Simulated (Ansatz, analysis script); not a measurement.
# Fixed-spin-moment curve of AlFe

Aim: the energy of AlFe as its total moment is fixed at a series of values, and its answer to a field.

Program: Ansatz 0.2.0. Level of theory: PBE, PAW set soft_1. Results are calculated unless marked as measured.

**1. Starting point**

The structure is cubic, space group Pm-3m (No. 221). Conventional cell: a = 2.910 Å, b = 2.910 Å, c = 2.910 Å, α = 90.00°, β = 90.00°, γ = 90.00°. Nearest to Al lie 8 Fe at 2.52 Å. Nearest to Fe lie 8 Al at 2.52 Å. Farther neighbours are not listed.

**2. Two spin channels first**

First a free collinear run, to see which state the typed moments lead to.

Contents of input.yaml:

```yaml
crystal:
  lattice:
    - [2.91, 0.0, 0.0]
    - [0.0, 2.91, 0.0]
    - [0.0, 0.0, 2.91]
  atoms:
    - { symbol: Al, position: [0.0, 0.0, 0.0] }
    - { symbol: Fe, position: [0.5, 0.5, 0.5], spin: 2.8 }
magnetization:
  spin_polarized: true
kpoints:
  mp_grid: { grid: [8, 8, 8] }
hamiltonian:
  xc: pbe
  pseudopotentials: { kind: paw, azcp: { folder: soft_1 } }
scf:
  occupations: { method: fermi_dirac, width: 0.1 }
  max_iter: 120
  convergence: { dr2_threshold: 1.0e-08 }
  lower_state_search: "off"
output:
  write_density: true
  write_potential: true
  elf: true
  volumetric_format: npy
```

Started as:

```console
$ ansatz run input.yaml --threads 2 --pin off --max-ram 5120MiB --backend cpu --events-out ev --progress --plain --runs-dir out
```

Numbers of over 12 decimals in the logs are rounded to 6 here.

The program printed:

```text
Engine: ansatz 0.2.0, aarch64-unknown-linux-gnu
Pseudopotentials: kind: paw
Pseudopotential: Al, paw, valence charge 3, recommended cutoff 420 eV (normal), soft_1/Al.paw.azcp
Pseudopotential: Fe, paw, valence charge 16, recommended cutoff 420 eV (normal), soft_1/Fe.paw.azcp
Functional definition: PBE
  parameter kappa = 0.804
  parameter beta = 0.066725
  exchange = pbe_x(kappa = kappa, mu = beta*pi^2/3)
  correlation = pbe_c(beta = beta)
Crystal: 2 atoms, lattice volume = 24.642 Å³
Basis set: ecut = 420 eV, 461 PW (Γ)
Bands: 15, of which v1, the nominal top of the filled ones, is band 10 counted from 1 (9 counted from 0)
Symmetry: 48 space group operations
Space group: Pm-3m (ITA 221), of the structure as read, at distance tolerance 2.9e-5 Å
Magnetic group: BNS 221.92 (UNI 1594), of the structure as read, at distance tolerance 2.9e-5 Å
k-points: 35 of 512
Non-local potential: Al, projectors of the file, l = 0: 2, l = 1: 2, l = 2: 1
Non-local potential: Fe, projectors of the file, l = 0: 3, l = 1: 2, l = 2: 3, l = 3: 1
PAW form: soft (Blöchl's): semilocal exchange-correlation on the pseudo side does not see the compensation charge
PAW one-centre angular grid: Al, 110 points (default); XC on 64 Gauss nodes
PAW one-centre angular grid: Fe, 590 points (default); XC on 64 Gauss nodes
Initial density: superposition of atomic densities (chi_scale 0.1, normalization cell)
Starting moments: Σ|m| = 2.8 μB on 1 of 2 sites
Initial wavefunctions: pseudopotential atomic-orbital guess
Functional: x = pbe(κ = 0.804, μ = 0.219515), c = pbe(β = 0.066725)
iter 1 solved again at ethr=2.94e-3 eV; its pass at ethr=3.10e-3 eV (dr2=5.59e-1 eV) is discarded
SCF iter   1: F=—  HF=-5018.461041 eV  |F-HF|=—  |Δ(HF+E_count)|=         —  Δρ=7.02e-2 (↑5.06e-2 ↓7.02e-2)  dr2=5.58e-1  dr2_m=7.69e-1  M=1.842 μB ∫|m|=2.032 μB  β_m=0.30  ethr=2.94e-3  ⟨swp⟩=1.0  Hψ=6348  notcnv=0
preconditioner: auto → none  [metal: Δε(μ)=0.008 eV  Ē_g=9.118 eV  σ=0.100 eV  W_gap=0.02  n_scr=6 (ndim 8)  ℏωp=24.8 eV  f_vac=0.000  D(μ)=2.96/eV (n_scr^D=32)  sad-step TF]
SCF iter   2: F=—  HF=-5018.487454 eV  |F-HF|=—  |Δ(HF+E_count)|=   2.64e-2  Δρ=5.59e-2 (↑5.59e-2 ↓4.50e-2)  dr2=2.11e-1  dr2_m=5.37e-1  M=1.738 μB ∫|m|=1.963 μB  β_m=0.30  ethr=2.94e-3  ⟨swp⟩=2.2  Hψ=1471  notcnv=0
SCF iter   3: F=—  HF=-5018.472394 eV  |F-HF|=—  |Δ(HF+E_count)|=   1.51e-2  Δρ=4.31e-2 (↑4.21e-2 ↓4.31e-2)  dr2=9.73e-2  dr2_m=3.95e-1  M=1.622 μB ∫|m|=1.877 μB  β_m=0.30  ethr=1.11e-3  ⟨swp⟩=2.0  Hψ=1792  notcnv=0  defer=5
SCF iter   4: F=—  HF=-5018.460993 eV  |F-HF|=—  |Δ(HF+E_count)|=   1.14e-2  Δρ=3.54e-2 (↑3.54e-2 ↓3.49e-2)  dr2=1.13e-3  dr2_m=2.79e-1  M=1.538 μB ∫|m|=1.811 μB  β_m=0.30  ethr=5.12e-4  ⟨swp⟩=2.1  Hψ=1817  notcnv=0  defer=5
SCF iter   5: F=—  HF=-5018.491599 eV  |F-HF|=—  |Δ(HF+E_count)|=   3.06e-2  Δρ=3.25e-2 (↑3.20e-2 ↓3.25e-2)  dr2=7.17e-4  dr2_m=2.35e-1  M=1.436 μB ∫|m|=1.724 μB  β_m=0.30  ethr=5.95e-6  ⟨swp⟩=2.1  Hψ=2036  notcnv=0  defer=5
SCF iter   6: F=—  HF=-5018.515595 eV  |F-HF|=—  |Δ(HF+E_count)|=   2.40e-2  Δρ=3.02e-2 (↑3.02e-2 ↓2.98e-2)  dr2=3.47e-4  dr2_m=2.02e-1  M=1.342 μB ∫|m|=1.638 μB  β_m=0.30  ethr=3.78e-6  ⟨swp⟩=2.0  Hψ=1770  notcnv=0  defer=5
SCF iter   7: F=—  HF=-5018.535474 eV  |F-HF|=—  |Δ(HF+E_count)|=   1.99e-2  Δρ=2.86e-2 (↑2.86e-2 ↓2.83e-2)  dr2=4.30e-4  dr2_m=1.82e-1  M=1.249 μB ∫|m|=1.550 μB  β_m=0.30  ethr=1.82e-6  ⟨swp⟩=2.1  Hψ=1644  notcnv=0  defer=5
SCF iter   8: F=—  HF=-5018.553031 eV  |F-HF|=—  |Δ(HF+E_count)|=   1.76e-2  Δρ=2.74e-2 (↑2.74e-2 ↓2.71e-2)  dr2=6.60e-4  dr2_m=1.67e-1  M=1.160 μB ∫|m|=1.461 μB  β_m=0.30  ethr=1.82e-6  ⟨swp⟩=2.4  Hψ=1764  notcnv=0  defer=5
SCF iter   9: F=—  HF=-5018.569527 eV  |F-HF|=—  |Δ(HF+E_count)|=   1.65e-2  Δρ=2.75e-2 (↑2.75e-2 ↓2.56e-2)  dr2=2.52e-3  dr2_m=1.56e-1  M=1.075 μB ∫|m|=1.373 μB  β_m=0.30  ethr=1.82e-6  ⟨swp⟩=2.1  Hψ=1622  notcnv=0  defer=5
[...]
SCF iter  14: F=—  HF=-5018.624522 eV  |F-HF|=—  |Δ(HF+E_count)|=   6.69e-3  Δρ=1.79e-2 (↑1.79e-2 ↓1.56e-2)  dr2=3.57e-3  dr2_m=5.86e-2  M=0.829 μB ∫|m|=1.066 μB  β_m=0.30  ethr=1.82e-6  ⟨swp⟩=2.1  Hψ=1561  notcnv=0  defer=5
SCF iter  15: F=—  HF=-5018.630347 eV  |F-HF|=—  |Δ(HF+E_count)|=   5.83e-3  Δρ=1.64e-2 (↑1.64e-2 ↓1.38e-2)  dr2=5.03e-3  dr2_m=4.40e-2  M=0.807 μB ∫|m|=1.028 μB  β_m=0.30  ethr=1.82e-6  ⟨swp⟩=2.0  Hψ=1409  notcnv=0  defer=5
Mixer restart at iter 15: flushing history
spin-set hold released at iteration 15 (site moments contracting): the magnetisation degrees of freedom join the quasi-Newton model from the next iteration; the mixer history was flushed
SCF iter  16: F=—  HF=-5018.633966 eV  |F-HF|=—  |Δ(HF+E_count)|=   3.62e-3  Δρ=1.27e-2 (↑1.23e-2 ↓1.27e-2)  dr2=2.99e-3  dr2_m=3.14e-2  M=0.792 μB ∫|m|=0.999 μB  β_m=0.53  ethr=1.82e-6  ⟨swp⟩=2.4  Hψ=1716  notcnv=0  defer=5
SCF iter  17: F=—  HF=-5018.674383 eV  |F-HF|=—  |Δ(HF+E_count)|=   4.04e-2  Δρ=2.06e-2 (↑2.06e-2 ↓1.23e-2)  dr2=2.33e-1  dr2_m=4.04e-3  M=0.760 μB ∫|m|=0.912 μB  β_m=0.21  ethr=1.82e-6  ⟨swp⟩=3.2  Hψ=2507  notcnv=0  defer=5  recentre
SCF iter  18: F=—  HF=-5018.640922 eV  |F-HF|=—  |Δ(HF+E_count)|=   3.35e-2  Δρ=6.25e-3 (↑6.25e-3 ↓6.19e-3)  dr2=1.85e-4  dr2_m=8.47e-3  M=0.763 μB ∫|m|=0.931 μB  β_m=0.50  ethr=1.82e-6  ⟨swp⟩=2.9  Hψ=2915  notcnv=0  defer=9
SCF iter  19: F=—  HF=-5018.643792 eV  |F-HF|=—  |Δ(HF+E_count)|=   2.87e-3  Δρ=6.82e-4 (↑3.73e-4 ↓6.82e-4)  dr2=4.83e-5  dr2_m=3.78e-5  M=0.743 μB ∫|m|=0.867 μB  β_m=0.75  ethr=9.74e-7  ⟨swp⟩=2.1  Hψ=1780  notcnv=0  defer=9
SCF iter  20: F=—  HF=-5018.643827 eV  |F-HF|=—  |Δ(HF+E_count)|=   3.53e-5  Δρ=2.28e-4 (↑9.93e-5 ↓2.28e-4)  dr2=3.60e-6  dr2_m=5.91e-6  M=0.743 μB ∫|m|=0.862 μB  β_m=0.75  ethr=2.54e-7  ⟨swp⟩=2.2  Hψ=1385  notcnv=0  defer=9
SCF iter  21: F=—  HF=-5018.643828 eV  |F-HF|=—  |Δ(HF+E_count)|=   1.04e-6  Δρ=2.60e-5 (↑2.60e-5 ↓1.69e-5)  dr2=1.82e-8  dr2_m=1.01e-7  M=0.742 μB ∫|m|=0.860 μB  β_m=0.88  ethr=1.89e-8  ⟨swp⟩=1.9  Hψ=1378  notcnv=0  defer=10
SCF iter  22: F=-5018.643828 eV  HF=-5018.643828 eV  |F-HF|=5.09e-11  |Δ(HF+E_count)|=   1.20e-7  Δρ=2.03e-6 (↑2.03e-6 ↓1.18e-6)  dr2=6.03e-10  dr2_m=4.22e-10  M=0.742 μB ∫|m|=0.859 μB  ethr=5.26e-11  ⟨swp⟩=4.3  Hψ=3603  notcnv=0
SCF 1 converged in 22 iterations: F = -5018.643828 eV  dr2 = 6.03e-10
  greatest PAW one-centre occupation: 1.000 electrons in one spin orbital (limit 2), on the Fe atom at site 1 (counted from 0), in its partial waves of l = 1
SCF converged after 22 iterations
Magnetization: 0.7420 μB (9.8710 up, 9.1290 down)
Absolute magnetization: 0.8594 μB (∫|ρ↑−ρ↓|, with the PAW one-centre terms)
Spin contamination: 0.0102 ħ² per cell (⟨S²⟩ above its minimum at these occupations)
Per-site moments (μB) at R_I (Å): [(-0.032120, 1.039555), (0.781614, 1.039555)]
Free energy (F): -5018.643828 eV
Harris-Foulkes:  -5018.643828 eV  (|F-HF|=5.09e-11)
Internal energy: -5018.566078 eV  (E = F + TS)
E sigma→0 (E₀):  -5018.604953 eV
Entropy (-TS):   -0.077751 eV (-38.875 meV/atom)
Fermi energy:    13.472394 eV
--- Per-component energies (eV) ---
  E_band       = -259.155482
  E_kinetic    = 358.651127
  E_local      = -2834.565367  (includes V_loc(G=0)·N_el)
  E_nonlocal   = 299.532384
  E_hartree    = 1210.497596
  E_xc         = -149.834689
  E_vxc        = -173.296180  (∫ρ·V_xc dr)
  E_paw        = -1852.084989  (= ΣΔE_a)
  E_vpaw       = -330.469926  (= ΣTr[D̂ρ^β])
  E_aug_tail   = -0.001037  (compensation charges beyond the density's cutoff)
  E_ewald      = -2050.761102
  E_smearing   = -0.077751  (= −TS)
  E_closure    = -0.000000  (closes the sum)
  Σ components = -5018.643828   (vs F -5018.643828, Δ=0.00e0)
--- Band table (eV; the first three rows and the last of 70) ---
  k-point 0 ↑: bands = [... 6 lower, 10.9862, 13.0100, 13.0100, 13.0100, 19.5162, 19.5162, 19.5162, 22.4989, ... 1 higher]
  k-point 1 ↑: bands = [... 6 lower, 11.0659, 12.8530, 12.8530, 13.0267, 17.6349, 19.9183, 19.9183, 22.4370, ... 1 higher]
  k-point 2 ↑: bands = [... 6 lower, 11.2669, 12.5152, 12.5152, 13.0672, 15.4241, 20.9993, 20.9993, 22.2668, ... 1 higher]
  k-point 34 ↓: bands = [... 6 lower, 10.3257, 14.4526, 14.4526, 16.3499, 16.3499, 16.3499, 17.2293, 19.5136, ... 1 higher]
```

Elapsed: 2 s, on 2 threads of Arm Neoverse V1, shared host; peak memory 0.25 GiB.

Spin moment in the atom's sphere by atom:

```csv
atom,spin moment in the atom's sphere (μB)
Al1,-0.032
Fe2,0.782
```

Tables count atoms from 1; parts of the log count from 0.

The run ends ferromagnetic, with a net moment of 0.742 μB a cell. With one Fe atom carrying the moment, parallel order of its images is forced by the cell, not found.

Spin density in the ac plane at fractional y = 0.000, with atoms of Al within 0.2 Å of it.

Values in units of 1e-3 e/Å³, 15 rows by 15 columns:
```
-1.4 -1.2 -2.1 -4.6 -7.2 -8.3 -8.2 -7.8 -7.8 -8.2 -8.3 -7.2 -4.6 -2.1 -1.2
-2.0 -2.1 -3.3 -5.1 -6.8 -7.2 -7.0 -6.7 -6.7 -7.0 -7.2 -6.8 -5.1 -3.3 -2.1
-4.3 -4.6 -5.1 -5.9 -6.2 -5.8 -5.1 -4.7 -4.7 -5.1 -5.8 -6.2 -5.9 -5.1 -4.6
-7.3 -7.2 -6.8 -6.2 -5.2 -4.0 -3.1 -2.7 -2.7 -3.1 -4.0 -5.2 -6.2 -6.8 -7.2
-8.7 -8.3 -7.2 -5.8 -4.0 -2.5 -1.7 -1.4 -1.4 -1.7 -2.5 -4.0 -5.8 -7.2 -8.3
-8.8 -8.2 -7.0 -5.1 -3.1 -1.7 -0.9 -0.3 -0.3 -0.9 -1.7 -3.1 -5.1 -7.0 -8.2
-8.4 -7.8 -6.7 -4.7 -2.7 -1.4 -0.3  0.4  0.4 -0.3 -1.4 -2.7 -4.7 -6.7 -7.8
-8.4 -7.8 -6.7 -4.7 -2.7 -1.4 -0.3  0.4  0.4 -0.3 -1.4 -2.7 -4.7 -6.7 -7.8
-8.8 -8.2 -7.0 -5.1 -3.1 -1.7 -0.9 -0.3 -0.3 -0.9 -1.7 -3.1 -5.1 -7.0 -8.2
-8.7 -8.3 -7.2 -5.8 -4.0 -2.5 -1.7 -1.4 -1.4 -1.7 -2.5 -4.0 -5.8 -7.2 -8.3
-7.3 -7.2 -6.8 -6.2 -5.2 -4.0 -3.1 -2.7 -2.7 -3.1 -4.0 -5.2 -6.2 -6.8 -7.2
-4.3 -4.6 -5.1 -5.9 -6.2 -5.8 -5.1 -4.7 -4.7 -5.1 -5.8 -6.2 -5.9 -5.1 -4.6
-2.0 -2.1 -3.3 -5.1 -6.8 -7.2 -7.0 -6.7 -6.7 -7.0 -7.2 -6.8 -5.1 -3.3 -2.1
-1.4 -1.2 -2.1 -4.6 -7.2 -8.3 -8.2 -7.8 -7.8 -8.2 -8.3 -7.2 -4.6 -2.1 -1.2
-0.6 -1.4 -2.0 -4.3 -7.3 -8.7 -8.8 -8.4 -8.4 -8.8 -8.7 -7.3 -4.3 -2.0 -1.4
```
Columns run along a (2.9 Å), rows up along c (2.9 Å). Atoms in or near the plane, at fractional coordinates: Al at (0.00, 0.00).

Valence density in the ac plane at fractional y = 0.000, with atoms of Al within 0.2 Å of it. It is the smooth field of the valence electrons, not physical close to the nuclei.

Ten even steps from '_' (0.05 e/Å³) to '@' (0.25 e/Å³):
```
____..==##%%%%%%%%%%%%##==..__
....--**%%@@%%%%%%%%@@%%**--..
====**%%@@@@@@%%%%@@@@@@%%**==
####%%@@@@@@@@@@@@@@@@@@@@%%##
%%%%@@@@@@@@@@@@@@@@@@@@@@@@%%
%%%%%%@@@@@@@@@@@@@@@@@@@@%%%%
%%%%%%%%@@@@@@@@@@@@@@@@%%%%%%
%%%%%%%%@@@@@@@@@@@@@@@@%%%%%%
%%%%%%@@@@@@@@@@@@@@@@@@@@%%%%
%%%%@@@@@@@@@@@@@@@@@@@@@@@@%%
####%%@@@@@@@@@@@@@@@@@@@@%%##
====**%%@@@@@@%%%%@@@@@@%%**==
....--**%%@@%%%%%%%%@@%%**--..
____..==##%%%%%%%%%%%%##==..__
____..==##%%%%%%%%%%%%##==..__
```
Columns run along a (2.9 Å), rows up along c (2.9 Å). Atoms in or near the plane, at fractional coordinates: Al at (0.00, 0.00).

ELF in the ac plane at fractional y = 0.000, with atoms of Al within 0.2 Å of it. It is the smooth field of the valence electrons, not physical close to the nuclei.

Ten even steps from '0' (0.00) to '9' (0.73):
```
200146777764100
000367766776300
113577766777531
446777666677764
667776666667776
777766666666777
776666655666667
776666655666667
777766666666777
667776666667776
446777666677764
113577766777531
000367766776300
200146777764100
920146777764102
```
Columns run along a (2.9 Å), rows up along c (2.9 Å). Atoms in or near the plane, at fractional coordinates: Al at (0.00, 0.00).

**3. The same state on a denser mesh**

Levels at the Fermi energy are partly filled, so moments and energy differences can hang on the k-mesh, and the state is solved again on a denser one.

input.yaml, the sections that differ from step 2:

```yaml
crystal:
  lattice:
    - [2.91, 0.0, 0.0]
    - [0.0, 2.91, 0.0]
    - [0.0, 0.0, 2.91]
  atoms:
    - { symbol: Al, position: [0.0, 0.0, 0.0] }
    - { symbol: Fe, position: [0.5, 0.5, 0.5], spin: 0.78 }
kpoints:
  mp_grid: { grid: [13, 13, 13] }
basis:
  ecutwfc: 420.0
checkpoint:
  read: start
  write: ck
  compress: false
  write_wavefunctions: false
  write_every: 100000
# magnetization, hamiltonian, scf: as in step 2
# output: removed
```

The program printed:

```text
[...]
SCF converged after 7 iterations
Magnetization: 0.7261 μB (9.8630 up, 9.1370 down)
Absolute magnetization: 0.8397 μB (∫|ρ↑−ρ↓|, with the PAW one-centre terms)
[...]
Per-site moments (μB) at R_I (Å): [(-0.030811, 1.039555), (0.764873, 1.039555)]
Free energy (F): -5018.646627 eV
[...]
Internal energy: -5018.571902 eV  (E = F + TS)
E sigma→0 (E₀):  -5018.609265 eV
Entropy (-TS):   -0.074724 eV (-37.362 meV/atom)
Fermi energy:    13.468519 eV
[...]
```

The job ended after 1.8 s (2 threads; peak memory 0.28 GiB; 3.3 s of CPU time).

Spin moment in the atom's sphere by atom:

```csv
atom,spin moment in the atom's sphere (μB)
Al1,-0.031
Fe2,0.765
```

The run ends ferromagnetic, with a net moment of 0.726 μB a cell, against 0.742 μB on the first mesh.

**4. Without spin**

The state without spin is the zero of E(M).

input.yaml, the sections that differ from step 3:

```yaml
crystal:
  lattice:
    - [2.91, 0.0, 0.0]
    - [0.0, 2.91, 0.0]
    - [0.0, 0.0, 2.91]
  atoms:
    - { symbol: Al, position: [0.0, 0.0, 0.0] }
    - { symbol: Fe, position: [0.5, 0.5, 0.5] }
scf:
  occupations: { method: fermi_dirac, width: 0.1 }
  max_iter: 120
  convergence: { dr2_threshold: 1.0e-08 }
# kpoints, hamiltonian, basis: as in step 3
# magnetization: removed
# checkpoint: removed
```

Started as:

```console
$ ansatz run input.yaml --threads 1 --pin off --max-ram 2560MiB --backend cpu --events-out ev --progress --plain --runs-dir out
```

The program printed:

```text
[...]
Crystal: 2 atoms, lattice volume = 24.642 Å³
Basis set: ecut = 420 eV, 461 PW (Γ)
Bands: 14, of which v1, the nominal top of the filled ones, is band 10 counted from 1 (9 counted from 0)
Symmetry: 48 space group operations
[...]
k-points: 84 of 2197
[...]
SCF iter   1: F=—  HF=-5018.847498 eV  |F-HF|=—  |Δ(HF+E_count)|=         —  Δρ=4.59e-2  dr2=5.62e-1  ethr=3.10e-3  ⟨swp⟩=4.0  Hψ=5409  notcnv=0
[...]
SCF iter   7: F=-5018.615075 eV  HF=-5018.615075 eV  |F-HF|=2.64e-10  |Δ(HF+E_count)|=   5.18e-9  Δρ=1.72e-6  dr2=7.39e-10  ethr=5.26e-11  ⟨swp⟩=2.6  Hψ=2395  notcnv=0
SCF 1 converged in 7 iterations: F = -5018.615075 eV  dr2 = 7.39e-10
[...]
SCF converged after 7 iterations
Free energy (F): -5018.615075 eV
[...]
Internal energy: -5018.517744 eV  (E = F + TS)
E sigma→0 (E₀):  -5018.566409 eV
Entropy (-TS):   -0.097330 eV (-48.665 meV/atom)
Fermi energy:    13.318697 eV
[...]
```

Elapsed: 1.4 s, on 1 thread; peak memory 0.3 GiB.

The free collinear run lies 31.6 meV below it.

**5. Without spin, levels printed**

Edit input.yaml of step 4 so:

```diff
@@ -19 +19,3 @@
   ecutwfc: 420.0
+output:
+  eigenvalues: true
```

The program printed:

```text
[...]
Crystal: 2 atoms, lattice volume = 24.642 Å³
Basis set: ecut = 420 eV, 461 PW (Γ)
Bands: 14, of which v1, the nominal top of the filled ones, is band 10 counted from 1 (9 counted from 0)
Symmetry: 48 space group operations
[...]
k-points: 84 of 2197
[...]
Fermi energy:    13.318697 eV
[...]
--- Band table (eV; the first three rows and the last of 84) ---
  k-point 0: bands = [... 6 lower, 11.2045, 13.4463, 13.4463, 13.4463, 19.5259, 19.5259, 19.5259, 22.5366]
  k-point 1: bands = [... 6 lower, 11.2371, 13.3782, 13.3782, 13.4532, 18.6268, 19.6858, 19.6858, 22.5082]
  k-point 2: bands = [... 6 lower, 11.3293, 13.2008, 13.2008, 13.4723, 17.1311, 20.1398, 20.1398, 22.4253]
  k-point 83: bands = [... 6 lower, 10.1619, 14.0308, 14.0308, 15.7332, 16.3727, 16.3727, 17.3438, 19.4499]
[key lines of the parts left out:]
SCF converged after 7 iterations
Free energy (F): -5018.615075 eV
```

Wall time 1.7 s (1 thread); peak memory 0.29 GiB.

**6. Total moment fixed at 0.136 μB**

Two Fermi levels, one a spin, hold the total moment exactly, which reaches states that a free run would leave.

input.yaml, the sections that differ from step 5:

```yaml
crystal:
  lattice:
    - [2.91, 0.0, 0.0]
    - [0.0, 2.91, 0.0]
    - [0.0, 0.0, 2.91]
  atoms:
    - { symbol: Al, position: [0.0, 0.0, 0.0] }
    - { symbol: Fe, position: [0.5, 0.5, 0.5], spin: 0.136 }
magnetization:
  spin_polarized: true
  initial_magnetization: 0.136
  spin_locking: { lock_magnetization: hard }
scf:
  occupations: { method: fermi_dirac, width: 0.1 }
  max_iter: 120
  convergence: { dr2_threshold: 1.0e-08 }
  lower_state_search: "off"
# kpoints, hamiltonian, basis: as in step 5
# output: removed
```

The program printed:

```text
[...]
Crystal: 2 atoms, lattice volume = 24.642 Å³
Basis set: ecut = 420 eV, 461 PW (Γ)
Bands: 14, of which v1, the nominal top of the filled ones, is band 10 counted from 1 (9 counted from 0)
Symmetry: 48 space group operations
[...]
k-points: 84 of 2197
[...]
Starting moments: Σ|m| = 0.136 μB on 1 of 2 sites
[...]
SCF iter   1: F=—  HF=-5018.892680 eV  |F-HF|=—  |Δ(HF+E_count)|=         —  Δρ=2.76e-2 (↑2.76e-2 ↓2.51e-2)  dr2=8.23e-1  dr2_m=4.68e-4  M=0.136 μB ∫|m|=0.147 μB  β_m=0.30  ethr=3.10e-3  ⟨swp⟩=4.0  Hψ=10817  notcnv=0
[...]
SCF iter   9: F=-5018.616830 eV  HF=-5018.616830 eV  |F-HF|=3.99e-10  |Δ(HF+E_count)|=   3.64e-9  Δρ=1.27e-6 (↑3.82e-7 ↓1.27e-6)  dr2=5.34e-10  dr2_m=5.80e-11  M=0.136 μB ∫|m|=0.163 μB  ethr=1.86e-11  ⟨swp⟩=1.0  Hψ=6633  notcnv=0
SCF 1 converged in 9 iterations: F = -5018.616830 eV  dr2 = 5.34e-10
[...]
SCF converged after 9 iterations
Stability checked in part: among states of this total moment the steps that led to this state did not find it unstable. No probe was made; neither looks for a lower state of another moment (fixed_total_moment; see scf.lower_state_search)
Magnetization: 0.1360 μB (9.5680 up, 9.4320 down)
Absolute magnetization: 0.1633 μB (∫|ρ↑−ρ↓|, with the PAW one-centre terms)
[...]
Per-site moments (μB) at R_I (Å): [(-0.0068191, 1.039555), (0.146989, 1.039555)]
Free energy (F): -5018.616830 eV
[...]
Internal energy: -5018.520328 eV  (E = F + TS)
E sigma→0 (E₀):  -5018.568579 eV
Entropy (-TS):   -0.096502 eV (-48.251 meV/atom)
Fermi energy:    13.321145 (↑ 13.295542, ↓ 13.346749) eV
[...]
```

It took 3.2 s on 1 thread; peak memory 0.27 GiB.

The energy is -1.75 meV from the state without spin, and the largest site carries 0.147 μB.

(Part 1 of 2 ends here.)

[Logs and program files are shortened in this print: banners, set-up blocks, solver, clock and traceback lines can be left out without a mark of their own.]

[Logs are printed without paths, hosts, clocks, repeated set-up lines and the standing remarks that a program may print on its own settings, such as how far it seeks lower states.]

[Hosts, paths, dates, database ids (printed as entryN), source tags and the programs' standing remarks are cut or masked in the printed files.]
